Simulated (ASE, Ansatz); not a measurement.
# Generalised stacking fault on (111) (glide set) of a Ge-Sn solid solution (48 atoms): a single point

Wanted: forces, charges and levels of generalised stacking fault on (111) (glide set) of a Ge-Sn solid solution (48 atoms).

Main program and level: Ansatz 0.2.0; Kohn-Sham DFT, PBE, PAW (set soft_2), plane waves.

**1. Set-up**

The cell holds 48 atoms: 34 Ge and 14 Sn. Its edges and angles: a = 8.334 Å, b = 7.218 Å, c = 20.867 Å, α = 90.0°, β = 79.5°, γ = 90.0°. It derives from Ge and Sn. Diamond-structure Ge lattice (a = 5.8932 Å, the value set for the mixture), cell with z along [111], 2 x 1 x 2 periods; the third cell vector is tilted by 0.917 of 1/2[1-10] and lengthened by 0.1 Å, so the cell holds one fault (glide set); displaced by a Gaussian of 0.01 Å; 14 of 48 Ge sites given to Sn at random (lattice constant by Vegard's rule between Ge and Sn).

What the set-up can't give: The host structure and its lattice constant were typed by rule, without a check against the phase diagram.

**2. Plane-wave single point**

One self-consistent run at the given positions yields energy and forces.

input.yaml reads:

```yaml
crystal:
  lattice:
    - [8.33424, 0.0, 0.0]
    - [0.0, 7.21767, 0.0]
    - [3.81983, 0.0, 20.51464]
  atoms:
    - { symbol: Ge, position: [0.74269, 0.50103, 0.02077] }
    - { symbol: Sn, position: [0.68231, 0.4986, 0.14553] }
    - { symbol: Sn, position: [0.6663, 0.83367, 0.1874] }
    - { symbol: Ge, position: [0.60777, 0.83482, 0.31122] }
    - { symbol: Sn, position: [0.24264, 0.50103, 0.01994] }
    - { symbol: Ge, position: [0.18487, 0.49779, 0.14474] }
    - { symbol: Ge, position: [0.16275, 0.83304, 0.18564] }
    - { symbol: Ge, position: [0.10664, 0.83305, 0.31065] }
    - { symbol: Ge, position: [0.49153, 0.99911, 0.02025] }
    - { symbol: Ge, position: [0.43406, 0.00075, 0.14518] }
    - { symbol: Sn, position: [0.41231, 0.33213, 0.1864] }
    - { symbol: Ge, position: [0.35657, 0.33385, 0.31087] }
    - { symbol: Sn, position: [0.33577, 0.6677, 0.35283] }
    - { symbol: Sn, position: [0.27975, 0.66689, 0.477] }
    - { symbol: Ge, position: [0.58812, 0.16778, 0.35196] }
    - { symbol: Ge, position: [0.53057, 0.16841, 0.47635] }
    - { symbol: Ge, position: [0.51164, 0.50112, 0.51825] }
    - { symbol: Ge, position: [0.45644, 0.49768, 0.6422] }
    - { symbol: Ge, position: [0.43443, 0.83282, 0.6847] }
    - { symbol: Ge, position: [0.37881, 0.83268, 0.80758] }
    - { symbol: Ge, position: [0.99054, 0.9994, 0.02117] }
    - { symbol: Sn, position: [0.93459, 0.998, 0.14516] }
    - { symbol: Ge, position: [0.91272, 0.33286, 0.18689] }
    - { symbol: Ge, position: [0.85708, 0.33302, 0.31095] }
    - { symbol: Ge, position: [0.83933, 0.66652, 0.35154] }
    - { symbol: Ge, position: [0.78114, 0.66918, 0.47727] }
    - { symbol: Sn, position: [0.08855, 0.16598, 0.35245] }
    - { symbol: Ge, position: [0.03149, 0.16681, 0.47619] }
    - { symbol: Ge, position: [0.01292, 0.50097, 0.51887] }
    - { symbol: Ge, position: [0.95609, 0.49984, 0.64216] }
    - { symbol: Ge, position: [0.93629, 0.83519, 0.68362] }
    - { symbol: Ge, position: [0.87744, 0.83298, 0.80869] }
    - { symbol: Ge, position: [0.26302, 0.00089, 0.51829] }
    - { symbol: Ge, position: [0.20771, 0.0002, 0.64123] }
    - { symbol: Ge, position: [0.18725, 0.33363, 0.6841] }
    - { symbol: Ge, position: [0.12895, 0.33514, 0.80907] }
    - { symbol: Ge, position: [0.10968, 0.6653, 0.85071] }
    - { symbol: Ge, position: [0.05129, 0.66656, 0.97492] }
    - { symbol: Sn, position: [0.35986, 0.16605, 0.8504] }
    - { symbol: Sn, position: [0.30396, 0.16723, 0.97492] }
    - { symbol: Sn, position: [0.76222, 0.99876, 0.51824] }
    - { symbol: Sn, position: [0.7074, 0.99976, 0.64201] }
    - { symbol: Sn, position: [0.68599, 0.3331, 0.68388] }
    - { symbol: Ge, position: [0.62921, 0.33313, 0.80772] }
    - { symbol: Sn, position: [0.61108, 0.66667, 0.84966] }
    - { symbol: Ge, position: [0.55068, 0.66691, 0.97539] }
    - { symbol: Ge, position: [0.85898, 0.16733, 0.85016] }
    - { symbol: Ge, position: [0.80524, 0.16854, 0.9739] }
kpoints:
  mp_grid: { grid: [2, 2, 1] }
hamiltonian:
  xc: pbe
scf:
  occupations: { method: gaussian, width: 0.025 }
output:
  forces: true
  stress: true
  populations: true
  dos:
    method: { smearing: { sigma: 0.08 } }
    de: 0.1
    projected: { site_lists: { Ge: [Ge], Sn: [Sn] } }
  eigenvalues: true
  write_density: true
  write_potential: true
  volumetric_format: npy
```

Command:

```bash
$ ansatz run input.yaml --threads 8 --pin off --max-ram 15872MiB --backend cpu --events-out ev --progress --plain --runs-dir out
```

Numbers of over 12 decimals in the logs are rounded to 6 here.

The program printed:

```text
Engine: ansatz 0.2.0, aarch64-unknown-linux-gnu
Pseudopotentials: kind: paw
Pseudopotential: Ge, paw, valence charge 14, recommended cutoff 420 eV (normal), Ge.paw.azcp
Pseudopotential: Sn, paw, valence charge 14, recommended cutoff 420 eV (normal), Sn.paw.azcp
[... 5 lines on functional and potentials left out ...]
Crystal: 48 atoms, lattice volume = 1234.033 Å³
Basis set: ecut = 420 eV, 24073 PW (Γ), exchange–correlation on 120×100×288 points (8 copies of the dense FFT grid, shifted against one another)
Bands: 404, of which v1, the nominal top of the filled ones, is band 336 counted from 1 (335 counted from 0)
Symmetry: 1 space group operations
Space group: P1 (ITA 1), of the structure as read, at distance tolerance 1.1e-4 Å
k-points: 4
[... 5 lines on functional and potentials left out ...]
Initial density: superposition of atomic densities (neutral atoms: chi_scale 0, normalization atom), corrected by the library's trained network
Initial wavefunctions: pseudopotential atomic-orbital guess
Functional: x = pbe(κ = 0.804, μ = 0.219515), c = pbe(β = 0.066725)
SCF iter   1: F=—  HF=-230358.539089 eV  |F-HF|=—  |Δ(HF+E_count)|=         —  Δρ=1.78e-3  dr2=5.84e-2  ethr=1.77e-3  ⟨swp⟩=6.0  Hψ=6847  notcnv=0  defer=64
preconditioner: auto → LDOS  [insulator: Δε(μ)=0.058 eV  Ē_g=21.531 eV  σ=0.025 eV  W_gap=0.90  n_scr=310 (ndim 8)  ℏωp=27.4 eV  f_vac=0.076  D(μ)=6.22/eV (n_scr^D=20)  ε∞_Penn≈2.6  β→1.0]
SCF iter   2: F=—  HF=-230358.546806 eV  |F-HF|=—  |Δ(HF+E_count)|=   7.72e-3  Δρ=1.07e-3  dr2=5.41e-2  ethr=8.69e-6  ⟨swp⟩=2.8  Hψ=3248  notcnv=0  defer=239
SCF iter   3: F=—  HF=-230358.535063 eV  |F-HF|=—  |Δ(HF+E_count)|=   1.17e-2  Δρ=3.80e-4  dr2=7.05e-3  ethr=8.05e-6  ⟨swp⟩=2.0  Hψ=2074  notcnv=0  defer=239
SCF iter   4: F=—  HF=-230358.533726 eV  |F-HF|=—  |Δ(HF+E_count)|=   1.34e-3  Δρ=8.70e-5  dr2=2.26e-4  ethr=1.05e-6  ⟨swp⟩=2.0  Hψ=2041  notcnv=0  defer=239
SCF iter   5: F=—  HF=-230358.533723 eV  |F-HF|=—  |Δ(HF+E_count)|=   3.39e-6  Δρ=2.71e-5  dr2=2.06e-5  ethr=3.37e-8  ⟨swp⟩=2.0  Hψ=2042  notcnv=0  defer=239
SCF iter   6: F=—  HF=-230358.533315 eV  |F-HF|=—  |Δ(HF+E_count)|=   4.07e-4  Δρ=9.38e-6  dr2=2.05e-6  ethr=3.06e-9  ⟨swp⟩=2.0  Hψ=2718  notcnv=0  defer=239
SCF iter   7: F=—  HF=-230358.533316 eV  |F-HF|=—  |Δ(HF+E_count)|=   1.05e-6  Δρ=3.13e-6  dr2=2.09e-7  ethr=3.06e-10  ⟨swp⟩=2.0  Hψ=2041  notcnv=0  defer=239
SCF iter   8: F=-230358.533316 eV  HF=-230358.533316 eV  |F-HF|=7.28e-9  |Δ(HF+E_count)|=   2.31e-7  Δρ=1.04e-6  dr2=3.17e-8  ethr=1.49e-11  ⟨swp⟩=15.2  Hψ=12662  notcnv=0
SCF 1 converged in 8 iterations: F = -230358.533316 eV  dr2 = 3.17e-8
  greatest PAW one-centre occupation: 0.998 electrons in one spin orbital (limit 2), on the Ge atom at site 8 (counted from 0), in its partial waves of l = 2
SCF converged after 8 iterations
Free energy (F): -230358.533316 eV
Harris-Foulkes:  -230358.533316 eV  (|F-HF|=7.28e-9)
Internal energy: -230358.530693 eV  (E = F + TS)
E sigma→0 (E₀):  -230358.532005 eV
Entropy (-TS):   -0.002624 eV (-0.055 meV/atom)
Fermi energy:    8.436266 eV
--- Per-component energies (eV) ---
  E_band       = -6775.526857
  E_kinetic    = 6431.735294
  E_local      = -100816.204221  (includes V_loc(G=0)·N_el)
  E_nonlocal   = 13768.660259
  E_hartree    = 46507.881774
  E_xc         = -7923.155638
  E_vxc        = -3541.276900  (∫ρ·V_xc dr)
  E_paw        = -126599.059424  (= ΣΔE_a)
  E_vpaw       = -15634.217441  (= ΣTr[D̂ρ^β])
  E_aug_tail   = 0.010613  (compensation charges beyond the density's cutoff)
  E_ewald      = -61728.399349
  E_smearing   = -0.002624  (= −TS)
  E_closure    = 0.000000  (closes the sum)
  Σ components = -230358.533316   (vs F -230358.533316, Δ=0.00e0)
--- Forces (eV/Å), atoms counted from 1 ---
  atom   1  Ge     2.06922918    -0.66960355    -0.87430849
  atom   2  Sn     1.35690211    -0.66937349    -1.19967591
  atom   3  Sn    -1.66505310     0.68768714     1.00504215
  atom   4  Ge     0.81200307     0.45197785     0.90119022
  atom   5  Sn     3.05055218     0.14643184     1.31401531
  atom   6  Ge    -1.21968014     0.72191397     0.68115322
  atom   7  Ge     1.31181533    -0.72228254     0.53640352
  atom   8  Ge    -0.99765593    -0.54648598    -0.97483042
  atom   9  Ge     4.07371242    -2.06979866     1.55673797
  atom  10  Ge    -0.91850621    -0.84376337    -0.88787736
  atom  11  Sn    -1.28184125    -0.80151728     0.69730548
  atom  12  Ge     0.99300934    -0.58795626     0.32722055
  atom  13  Sn     0.26057130     0.00385529    -1.78943347
  atom  14  Sn     0.11655595     0.03857572     1.71139885
[...]
atom  47  Ge     0.03314141     0.03550250    -0.04935087
  atom  48  Ge    -2.16976905     0.68045116    -0.29559585
  max |Σ_I F_I| component: 1.97e-5 eV/Å
--- Stress (GPa, compression-positive) ---
        6.837370      -1.151856       1.376266
       -1.151856       4.975011      -0.641494
        1.376266      -0.641494       5.723789
  P = ⅓ Tr σ = 5.8454 GPa (58.454 kbar)
--- Band table (eV) ---
  k-point 0: bands = ["-16.4821", "-16.4648", "-16.4304", "-16.4296", [... 388 levels ...], "12.6460", "12.8485", "12.9667", "13.0295", "13.0889", "13.0967", "13.1405", "13.1730", "13.2078", "13.2219", "13.2705", "13.3462"]
[...]
--- Löwdin populations: 48 sites ---
  site symbol       q [e]
     0     Ge     14.0464
     1     Sn     13.8322
     2     Sn     13.8198
[...]
47     Ge     13.9797
  spilling = 0.001647 (of n_electrons = 672.000000)
```

The job ended after 44 s (8 threads of Arm Neoverse V2, shared host; peak memory 8.2 GiB).

Numbers from this run:

* free energy: -230358.5333 eV
* free energy per atom: -4799.1361 eV/atom
* SCF cycles: 8
* pressure: 5.845 GPa
* r.m.s. force component: 1.058 eV/Å
* longest force: 4.827 eV/Å
* Fermi energy: 8.436 eV
* levels partly filled by over 2 per cent: 2
* spilling of the projection: 0.001647

Length of the force by element:

```csv
element,coordination,atoms,mean length of the force (eV/Å),spread,least,most
Ge,all,34,1.43,1.01,0.0692,4.83
Sn,all,14,1.83,0.834,0.0989,3.32
```

Löwdin charges by element (they lack the spilled electrons, 0.023 e an atom on average):

```csv
element,coordination,atoms,mean charge (e),spread,least,most
Ge,all,34,-0.0661,0.0605,-0.210,0.0289
Sn,all,14,0.239,0.0518,0.159,0.332
```

Charge against the make-up of the first shell:

```csv
Ge neighbours of Ge,atoms,mean charge (e)
1,2,-0.204
2,9,-0.122
3,16,-0.055
4,7,0.021
```

States in the cell by windows of 1 eV, zero at the Fermi level; the larger projections on atomic orbitals stand beside the total:

```csv
from (eV),to (eV),total,Ge p,Sn p,Ge s,Sn s
-18,-13,0.0,0.0,0.0,0.0,0.0
-13,-12,0.5,0.0,0.0,0.3,0.2
-12,-11,9.4,1.2,0.7,5.4,2.1
-11,-10,16.7,2.7,1.5,9.5,2.9
-10,-9,18.1,3.4,1.7,9.7,3.1
-9,-8,6.2,1.4,0.7,3.1,1.0
-8,-7,19.2,5.5,2.8,8.2,2.6
-7,-6,11.2,3.5,1.6,4.1,1.9
-6,-5,6.6,2.3,0.9,2.1,1.2
-5,-4,7.7,3.4,1.6,1.7,0.9
-4,-3,30.2,19.8,7.8,1.5,0.8
-3,-2,32.2,23.3,7.8,0.6,0.3
-2,-1,26.7,19.4,6.4,0.4,0.2
-1,0,7.4,4.9,1.7,0.6,0.2
0,1,10.7,4.7,1.9,2.9,0.6
1,2,27.1,13.1,4.8,5.4,1.8
2,3,28.1,14.3,5.0,3.9,2.4
3,4,31.2,17.9,6.4,1.8,1.1
```

The curve was stored every 0.100 eV, coarse against its broadening of 0.08 eV, so these counts are rough.

Between -25 and -18 eV lie 480 more states.

The levels nearest the highest filled one (over half full), pooled over k-points and spins:

```csv
level less the highest filled one (eV),occupation
-0.430,2
-0.391,2
-0.331,2
-0.128,2
-0.0163,1.98
0,1.86
0.0516,0.152
0.118,0
0.277,0
0.362,0
0.384,0
0.524,0
```

Valence density in the ca plane at fractional y = 0.000, with atoms of Ge and Sn within 0.2 Å of it. It is the smooth field of the valence electrons, not physical close to the nuclei.

Ten steps, logarithmic in the rise over the least value, from '0' (0 e/Å³) to '9' (36 e/Å³), each cell a mean:
```
79731136763100000000000000000000000000000000
34421136774100000000000000001110000000000000
11111124553100000000000000012221000001100000
10000011222100000000000000013553111122110000
00000000111100000000000000025775211344310000
00000000011000000000000000014776312467521000
00000000001100000000000000012454212467631000
10000000001100000111100000001222111246521000
11100000011000000111110000001110000122210000
45311011111000000011110000000000000001110000
89721113431000000000000000000000000000000000
79731126973100000000000000000000000000000000
34421127983100000000000000001100000000000000
11110113652100000000000000011111000000000000
11000001221000000000000000013552100111110000
00000000111000000000000000014896211244210000
00000000000000000000000000013896211489520000
00000000000000000000000000012453111389621000
10000000000000000111100000001111101246420000
11100000111000000111110000000000000112210000
45311111211000000111110000000000000001110000
79731124432100000001100000000000000000000000
```
Columns run along c (16.0 Å, from fractional 0.00 to 0.77 of the cell), rows up along a (8.3 Å). Atoms in or near the plane, at fractional coordinates: Ge at (0.02, 0.49), Ge at (0.15, 0.43), Ge at (0.02, 0.99), Sn at (0.15, 0.93), Ge at (0.52, 0.26), Ge at (0.64, 0.21), Sn at (0.52, 0.76), Sn at (0.64, 0.71).

Electrostatic potential energy in the ca plane at fractional y = 0.000, with atoms of Ge and Sn within 0.2 Å of it. With pseudopotentials it is smooth inside the atoms' cores, unlike the true potential.

Ten even steps from '0' (-27 eV) to '9' (12 eV), each cell a mean:
```
00026649995689999999999999988999999999888999
21147749996589999999999999988889999999888999
76678855884689999999999999975456899888888999
88899985445799999999999999855775688655789999
99999998777899999999999999857998476466468999
99999999888899999999999999856999465699847999
99999999988889999999999999975676475599946999
89999999988789999888899999987555687568747999
55789999888889999888889999998888898754468999
00268987678899999888889999988999999987789999
00037852136899999999999999988999999999889999
00027730002799999999999999999999999999888999
21148830001699999999999999998889999999988999
76678862002799999999999999986557999999999999
88899986546899999999999999972013798766889999
89999999888999999999999999861000487411479999
89999999999999999999999999972000376100048999
99999999998899999988999999985212586200037999
88999999998899999888889999998756898510148999
55789998888899999887788999999989999864579999
10268875568899999888788999888999999998899999
00037745655899999998889999988999999999999999
```
Columns run along c (16.0 Å, from fractional 0.00 to 0.77 of the cell; values clipped at the 3rd and 97th percentile), rows up along a (8.3 Å). Atoms in or near the plane, at fractional coordinates: Ge at (0.02, 0.49), Ge at (0.15, 0.43), Ge at (0.02, 0.99), Sn at (0.15, 0.93), Ge at (0.52, 0.26), Ge at (0.64, 0.21), Sn at (0.52, 0.76), Sn at (0.64, 0.71).

Mean Löwdin charges: Ge -0.07, Sn +0.24 e. Charges this small depend on the projection, at times even in sign. The charge on Ge changes by +0.073 e for each Ge neighbour that takes the place of another kind, on average.

**3. Local order**

Bonds and neighbours are counted at the geometry of the runs.

Density 5.56 g/cm³, 25.71 Å³ an atom.

Pair distribution functions g(r), in bins of 0.2 Å:

```csv
r (Å),total,Ge-Ge,Ge-Sn,Sn-Sn
2.30,0.32,0.31,0.38,0.00
2.50,5.55,5.45,5.70,5.40
2.70,0.19,0.25,0.00,0.72
2.90,0.21,0.21,0.25,0.00
3.10,0.00,0.00,0.00,0.00
3.30,0.00,0.00,0.00,0.00
3.50,0.00,0.00,0.00,0.00
3.70,0.00,0.00,0.00,0.00
3.90,0.00,0.00,0.00,0.00
4.10,6.58,6.35,7.25,4.61
4.30,0.31,0.28,0.34,0.28
4.50,0.15,0.13,0.11,0.51
4.70,0.08,0.08,0.10,0.00
4.90,4.84,4.71,5.15,4.20
5.10,0.21,0.19,0.27,0.00
5.30,0.00,0.00,0.00,0.00
5.50,0.00,0.00,0.00,0.00
5.70,0.10,0.08,0.13,0.16
5.90,1.57,1.66,1.42,1.73
6.10,0.11,0.11,0.14,0.00
6.30,0.34,0.32,0.34,0.50
6.50,2.41,2.38,2.49,2.19
6.70,0.19,0.19,0.18,0.23
6.90,0.07,0.07,0.04,0.21
7.10,0.44,0.36,0.50,0.59
7.30,3.94,4.22,3.47,4.60
7.50,0.39,0.35,0.42,0.45
7.70,2.45,2.46,2.41,2.56
```

Bonds by pair of elements; cutoffs follow the first minimum of g(r), held within bounds set by covalent radii, and pairs that aren't listed don't count as bonded:

```csv
pair A-B,cutoff (Å),bonds,mean length (Å),spread (Å),shortest (Å),B about A,A about B
Ge-Ge,3.18,48,2.56,0.08,2.33,2.82,2.82
Ge-Sn,3.23,40,2.56,0.087,2.31,1.18,2.86
Sn-Sn,2.84,8,2.56,0.019,2.54,1.14,1.14
```

How many atoms have how many bonded neighbours:

```csv
element,mean,4
Ge,4,34
Sn,4,14
```

Bond angles, per cent of each kind in bins of 5°:

```csv
angle (°),Ge-Ge-Ge,Ge-Ge-Sn,Ge-Sn-Sn,Ge-Sn-Ge,Sn-Ge-Sn
95–100,4.0,2.2,5.0,0.0,0.0
100–105,0.0,0.0,0.0,0.0,0.0
105–110,79.8,77.8,77.5,95.0,100.0
110–115,12.1,17.8,12.5,5.0,0.0
115–120,4.0,2.2,5.0,0.0,0.0
```

Bond angles (no mean is given where the spread exceeds 20°):

```csv
angle,count,mean (°),spread (°)
Ge-Ge-Ge,99,109,2.5
Ge-Ge-Sn,90,110,2.1
Ge-Sn-Sn,40,109,2.8
Ge-Sn-Ge,40,109,0.9
Sn-Ge-Sn,15,110,0.4
```

Rings of the network by King's shortest-path rule, up to 12 atoms, one path for each pair of neighbours; H, halogens, alkali and alkaline-earth atoms are left out, and the last column divides by all other atoms, bonded or not:

```csv
ring size (atoms),rings,per network atom
6,95,1.98
```

For some of the pairs, g(r) has its first main peak near 2.56 Å (Ge-Ge), 2.55 Å (Ge-Sn) and 2.56 Å (Sn-Sn). By these cutoffs all Ge atoms have 4 and all Sn atoms have 4 bonded neighbours. The Ge-Ge-Ge angle averages 109° with a spread of 2°. All rings counted have 6 atoms.

The surroundings of Ge9, which bears the longest force, nearest first, numbered as they follow in the input and with coordinates relative to it.

```csv
atom,x,y,z,distance (Å),bonds,Löwdin charge (e),Fx,Fy,Fz (eV/Å)
Ge9,0.00,0.00,0.00,0.00,4,-0.07,4.07,-2.07,1.56
Sn40,-1.74,1.21,-0.93,2.31,4,0.17,-3.26,-0.10,0.48
Ge10,0.00,0.01,2.56,2.56,4,-0.12,-0.92,-0.84,-0.89
Ge46,0.32,-2.40,-0.92,2.59,4,-0.10,-1.53,0.86,0.49
Ge48,2.44,1.22,-0.95,2.89,4,0.02,-2.17,0.68,-0.30
Sn39,-1.75,1.20,-3.48,4.08,4,0.25,-0.09,-0.04,-1.70
Sn5,-2.08,-3.59,-0.01,4.15,4,0.25,3.05,0.15,1.31
Ge1,2.10,-3.59,0.01,4.16,4,-0.05,2.07,-0.67,-0.87
Ge21,4.16,0.00,0.02,4.16,4,-0.10,1.73,-0.87,-0.87
Ge7,-2.11,-1.20,3.39,4.17,4,-0.05,1.31,-0.72,0.54
```

The column of bonds counts only the pairs Ge-Ge within 3.18 Å, Ge-Sn within 3.23 Å, Sn-Sn within 2.84 Å; other neighbours, such as metal atoms beside each other in a compound, aren't counted, and periodic images can show an atom twice.

**4. Outcome**

| Item | Value |
| --- | --- |
| free energy per atom | -4799.1361 eV/atom |
| density | 5.559 g/cm³ |
| pressure | 5.845 GPa |
| r.m.s. force component | 1.058 eV/Å |
| wall time of the 1 DFT run | 44 s |

**Reading.** Counting bands leaves a spacing of only 0.052 eV (on the run's k-points), which the smearing bridges: 2 levels are partly filled by over 2 %, so a gap, if any, is small at this level. By these cutoffs all Ge atoms have 4 and all Sn atoms have 4 bonded neighbours.

What to keep in mind: The geometry was built by rule, was displaced at random and isn't relaxed at this level: its force components are 1.1 eV/Å r.m.s. The pressure of 5.8 GPa belongs to a cell and atoms that aren't relaxed at this level.

[Logs are printed without paths, hosts, clocks, repeated set-up lines and the standing remarks that a program may print on its own settings, such as how far it seeks lower states.]

[Hosts, paths, dates, database ids (printed as entryN), source tags and the programs' standing remarks are cut or masked in the printed files.]
